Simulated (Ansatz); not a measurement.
# BeAlGeH (built on the sites of a database entry of CaGaGeH): relaxing the cell for a phonon run, part 2 of 2

Wanted: the relaxed cell of BeAlGeH (built on the sites of a database entry of CaGaGeH).

Ansatz 0.2.0; DFT PBEsol, scalar-relativistic, plane waves, PAW.

So far. Step 2 (Probe on a coarse mesh): The coarse mesh shows no gap and a pressure of 56.1 GPa.

The structure was built from a prototype and need not be the compound's stable phase.

**4. Relaxation (continued)**

Valence density in the ac plane at fractional y = 0.000, with atoms of Al and H within 0.2 Å of it. It is the smooth field of the valence electrons, not physical close to the nuclei.

Values in e/Å³, 24 rows by 15 columns, each cell a mean:
```
1.6 1.2 0.7 0.4 0.3 0.2 0.2 0.2 0.2 0.2 0.2 0.3 0.4 0.7 1.2
1.4 1.1 0.7 0.4 0.3 0.2 0.2 0.2 0.2 0.2 0.2 0.3 0.4 0.7 1.1
0.6 0.6 0.4 0.3 0.2 0.2 0.2 0.1 0.1 0.2 0.2 0.2 0.3 0.4 0.6
0.3 0.3 0.3 0.2 0.2 0.2 0.1 0.1 0.1 0.1 0.2 0.2 0.2 0.3 0.3
0.2 0.2 0.2 0.2 0.2 0.2 0.2 0.1 0.1 0.2 0.2 0.2 0.2 0.2 0.2
0.1 0.1 0.2 0.2 0.2 0.2 0.2 0.2 0.2 0.2 0.2 0.2 0.2 0.2 0.1
0.1 0.1 0.1 0.2 0.2 0.2 0.2 0.2 0.2 0.2 0.2 0.2 0.2 0.1 0.1
0.1 0.1 0.1 0.1 0.2 0.2 0.2 0.2 0.2 0.2 0.2 0.2 0.1 0.1 0.1
0.1 0.1 0.1 0.1 0.2 0.2 0.2 0.2 0.2 0.2 0.2 0.2 0.1 0.1 0.1
0.1 0.1 0.1 0.2 0.2 0.2 0.2 0.2 0.2 0.2 0.2 0.2 0.2 0.1 0.1
0.2 0.2 0.2 0.2 0.2 0.2 0.2 0.2 0.2 0.2 0.2 0.2 0.2 0.2 0.2
0.2 0.2 0.2 0.2 0.2 0.2 0.2 0.2 0.2 0.2 0.2 0.2 0.2 0.2 0.2
0.2 0.2 0.2 0.2 0.2 0.2 0.2 0.2 0.2 0.2 0.2 0.2 0.2 0.2 0.2
0.2 0.2 0.2 0.2 0.2 0.2 0.3 0.3 0.3 0.3 0.2 0.2 0.2 0.2 0.2
0.2 0.2 0.2 0.2 0.3 0.3 0.4 0.4 0.4 0.4 0.3 0.3 0.2 0.2 0.2
0.2 0.2 0.2 0.3 0.3 0.4 0.5 0.6 0.6 0.5 0.4 0.3 0.3 0.2 0.2
0.2 0.2 0.2 0.3 0.4 0.5 0.6 0.7 0.7 0.6 0.5 0.3 0.3 0.2 0.2
0.2 0.2 0.2 0.3 0.3 0.4 0.5 0.6 0.6 0.5 0.4 0.3 0.3 0.2 0.2
0.1 0.2 0.2 0.2 0.3 0.3 0.4 0.4 0.4 0.4 0.3 0.3 0.2 0.2 0.2
0.1 0.1 0.1 0.2 0.2 0.2 0.3 0.3 0.3 0.3 0.2 0.2 0.2 0.1 0.1
0.1 0.1 0.1 0.1 0.2 0.2 0.2 0.2 0.2 0.2 0.2 0.2 0.1 0.1 0.1
0.2 0.2 0.2 0.2 0.2 0.2 0.2 0.2 0.2 0.2 0.2 0.2 0.2 0.2 0.2
0.3 0.3 0.3 0.2 0.2 0.2 0.2 0.2 0.2 0.2 0.2 0.2 0.2 0.3 0.3
0.7 0.6 0.4 0.3 0.3 0.2 0.2 0.2 0.2 0.2 0.2 0.3 0.3 0.4 0.6
```
Columns run along a (2.8 Å), rows up along c (6.8 Å). Atoms in or near the plane, at fractional coordinates: Al at (0.00, 0.66), H at (0.00, 0.95).

ELF in the ac plane at fractional y = 0.000, with atoms of Al and H within 0.2 Å of it. It is the smooth field of the valence electrons, not physical close to the nuclei.

Values, 24 rows by 15 columns, each cell a mean:
```
0.99 0.99 0.97 0.89 0.73 0.53 0.36 0.29 0.29 0.36 0.53 0.72 0.89 0.97 0.99
0.99 0.99 0.97 0.88 0.70 0.50 0.36 0.29 0.29 0.36 0.50 0.70 0.88 0.97 0.99
0.93 0.91 0.84 0.70 0.53 0.39 0.31 0.29 0.29 0.31 0.39 0.53 0.70 0.84 0.91
0.73 0.69 0.60 0.48 0.39 0.33 0.31 0.31 0.31 0.31 0.33 0.39 0.48 0.60 0.69
0.46 0.45 0.41 0.39 0.39 0.40 0.41 0.41 0.41 0.41 0.40 0.39 0.39 0.41 0.45
0.14 0.15 0.20 0.32 0.46 0.54 0.57 0.57 0.57 0.57 0.54 0.46 0.32 0.20 0.15
0.08 0.05 0.05 0.19 0.48 0.66 0.69 0.69 0.69 0.69 0.66 0.48 0.19 0.05 0.05
0.25 0.18 0.03 0.11 0.45 0.69 0.72 0.71 0.71 0.72 0.69 0.45 0.11 0.03 0.18
0.17 0.11 0.04 0.14 0.45 0.64 0.67 0.65 0.66 0.67 0.64 0.45 0.14 0.03 0.11
0.07 0.09 0.15 0.31 0.48 0.55 0.53 0.51 0.51 0.53 0.55 0.48 0.31 0.15 0.09
0.32 0.34 0.40 0.46 0.47 0.44 0.40 0.38 0.38 0.40 0.44 0.47 0.46 0.40 0.34
0.48 0.47 0.46 0.44 0.40 0.37 0.35 0.34 0.34 0.35 0.37 0.40 0.44 0.46 0.47
0.40 0.40 0.39 0.39 0.39 0.40 0.40 0.41 0.41 0.40 0.40 0.39 0.39 0.39 0.40
0.34 0.34 0.37 0.40 0.43 0.45 0.45 0.45 0.45 0.45 0.45 0.43 0.40 0.37 0.34
0.32 0.34 0.38 0.42 0.43 0.42 0.42 0.41 0.41 0.42 0.42 0.43 0.42 0.38 0.34
0.32 0.33 0.38 0.40 0.40 0.39 0.39 0.39 0.39 0.39 0.39 0.40 0.40 0.38 0.33
0.29 0.31 0.36 0.39 0.38 0.38 0.38 0.38 0.38 0.38 0.38 0.38 0.39 0.36 0.31
0.24 0.26 0.32 0.37 0.39 0.39 0.39 0.39 0.39 0.39 0.39 0.39 0.37 0.32 0.26
0.18 0.20 0.26 0.34 0.40 0.43 0.44 0.44 0.44 0.44 0.43 0.40 0.34 0.26 0.20
0.13 0.14 0.19 0.28 0.38 0.47 0.52 0.54 0.54 0.52 0.47 0.38 0.28 0.19 0.14
0.11 0.12 0.15 0.22 0.32 0.43 0.52 0.57 0.57 0.52 0.43 0.32 0.22 0.15 0.12
0.21 0.21 0.22 0.24 0.30 0.38 0.46 0.51 0.51 0.46 0.38 0.30 0.24 0.22 0.21
0.65 0.62 0.54 0.45 0.39 0.37 0.37 0.38 0.38 0.37 0.37 0.39 0.45 0.54 0.62
0.94 0.92 0.85 0.72 0.57 0.44 0.35 0.30 0.30 0.35 0.44 0.57 0.72 0.86 0.92
```
Columns run along a (2.8 Å), rows up along c (6.8 Å). Atoms in or near the plane, at fractional coordinates: Al at (0.00, 0.66), H at (0.00, 0.95).

In this step the volume went from 11.56 to 11.55 Å³/atom.

**5. Relaxing to small forces for the phonons**

Phonons need a cell at rest on their own settings, so the relaxation is repeated with tight tolerances on forces and stress on the k mesh and occupations of the first response run.

File input.yaml:

```yaml
crystal:
  lattice:
    - [2.801031534, 2.3573e-06, 0.0]
    - [-1.4005178085, 2.4257632866, 0.0]
    - [0.0, 0.0, 6.8008052243]
  atoms:
    - { symbol: Be, position: [0.3333333333, 0.6666666667, 0.0050003506] }
    - { symbol: Al, position: [0.0, 0.0, 0.6636727532] }
    - { symbol: Ge, position: [0.6666666667, 0.3333333333, 0.3021386894] }
    - { symbol: H, position: [0.0, 0.0, 0.9479882068] }
kpoints:
  mp_grid: { grid: [18, 18, 8] }
hamiltonian:
  xc: pbesol
scf:
  occupations: { method: methfessel_paxton, width: 0.2 }
output:
  forces: true
  stress: true
  eigenvalues: true
relax:
  adjacent_minimum: "off"
  f_tol: 0.001
  max_steps: 60
  cell: { stress_tol: 0.01 }
```

Command:

```sh
$ ansatz run input.yaml --threads 4 --pin off --max-ram 7168MiB --backend cpu --events-out ev --progress --plain --runs-dir out
```

Numbers of over 12 decimals in the logs are rounded to 6 here.

The program printed:

```text
[...]
Crystal: 4 atoms, lattice volume = 46.209 Å³
Basis set: ecut = 420 eV, 911 PW (Γ), exchange–correlation on 40×40×96 points (8 copies of the dense FFT grid, shifted against one another)
Bands: 14, of which v1, the nominal top of the filled ones, is band 10 counted from 1 (9 counted from 0)
Symmetry: 6 space group operations
[...]
k-points: 266 of 2592 (time reversal used)
[...]
cell:  # Å, volume = 46.2190 Å³
    - [2.795205, 2.352407422580009e-6, 0]
    - [-1.397605, 2.420718, -3.591530631377462e-19]
    - [0, -1.0069109661304262e-18, 6.830659]
  atoms:
    - { symbol: Be, position: [0.333333, 0.666667, 0.00445308] }
    - { symbol: Al, position: [0, -1.4259498291424626e-19, 0.664466] }
    - { symbol: Ge, position: [0.666667, 0.333333, 0.302602] }
    - { symbol: H, position: [0, 1.274956128138937e-19, 0.947279] }
[key lines of the parts left out:]
SCF converged after 7 iterations
Free energy (F): -4882.852274 eV
Fermi energy:    9.174711 eV
P = ⅓ Tr σ = -0.0015 GPa (-0.015 kbar)
```

The job ended after 24 s (4 threads of Arm Neoverse V2, shared host; peak memory 0.54 GiB; 92 s of CPU time).

Relaxation path:

| step | energy less that of the first step (eV) | largest force component (eV/Å) | pressure (GPa) | volume (Å³) |
| --- | --- | --- | --- | --- |
| 1 | 0.0000 | 0.0504 | -0.04 | 46.21 |
| 2 | -0.0008 | 0.0226 | -0.04 | 46.25 |
| 3 | -0.0009 | 0.0023 | -0.01 | 46.22 |
| 4 | -0.0009 | 0.0015 | -0.01 | 46.22 |
| 5 | -0.0009 | 0.0002 | 0.00 | 46.22 |
| 6* | -0.0009 | 0.0002 | 0.00 | 46.22 |

Relaxation steps marked * repeat the geometry before them on a plane-wave basis chosen anew for their cell, so energy and pressure can jump there.

Forces are held to the 6 operations that the run works with; a distortion that breaks them can't arise in this run.

| conventional cell, symmetrised | before | after | change |
| --- | --- | --- | --- |
| a (Å) | 2.801 | 2.795 | -0.2 % |
| b (Å) | 2.801 | 2.795 | -0.2 % |
| c (Å) | 6.801 | 6.831 | +0.4 % |
| volume (Å³/atom) | 11.55 | 11.55 | +0.0 % |

The relaxed structure:

```
Be Al Ge H
1.0
     2.79521    0.00000    0.00000
    -1.39760    2.42072    0.00000
     0.00000    0.00000    6.83066
Be Al Ge H
1 1 1 1
Direct
  0.33333 0.66667 0.00445
  0.00000 0.00000 0.66447
  0.66667 0.33333 0.30260
  0.00000 0.00000 0.94728
```

Numbers from this step:

* pressure: -0.001491 GPa

The largest force component left is 0.17 meV/Å and the pressure is -0.001 GPa, within the tolerances set. The cell now holds 11.55 Å³/atom.

**6. Summary of results**

* space group after relaxation (within 0.01 Å): P3m1
* lattice constant a: 2.795 Å
* lattice constant b: 2.795 Å
* lattice constant c: 6.831 Å
* volume per atom: 11.6 Å³

In words: The largest force component left is 0.17 meV/Å and the pressure is -0.001 GPa, within the tolerances set. The cell now holds 11.55 Å³/atom. The relaxation keeps the symmetry of its start, so it says nothing on stability against lower symmetry. The starting cell was built on a prototype and not taken from a measurement, so the phase need not exist.

[Logs are printed without paths, hosts, clocks, repeated set-up lines and the standing remarks that a program may print on its own settings, such as how far it seeks lower states.]

[Hosts, paths, dates, database ids (printed as entryN), source tags and the programs' standing remarks are cut or masked in the printed files.]
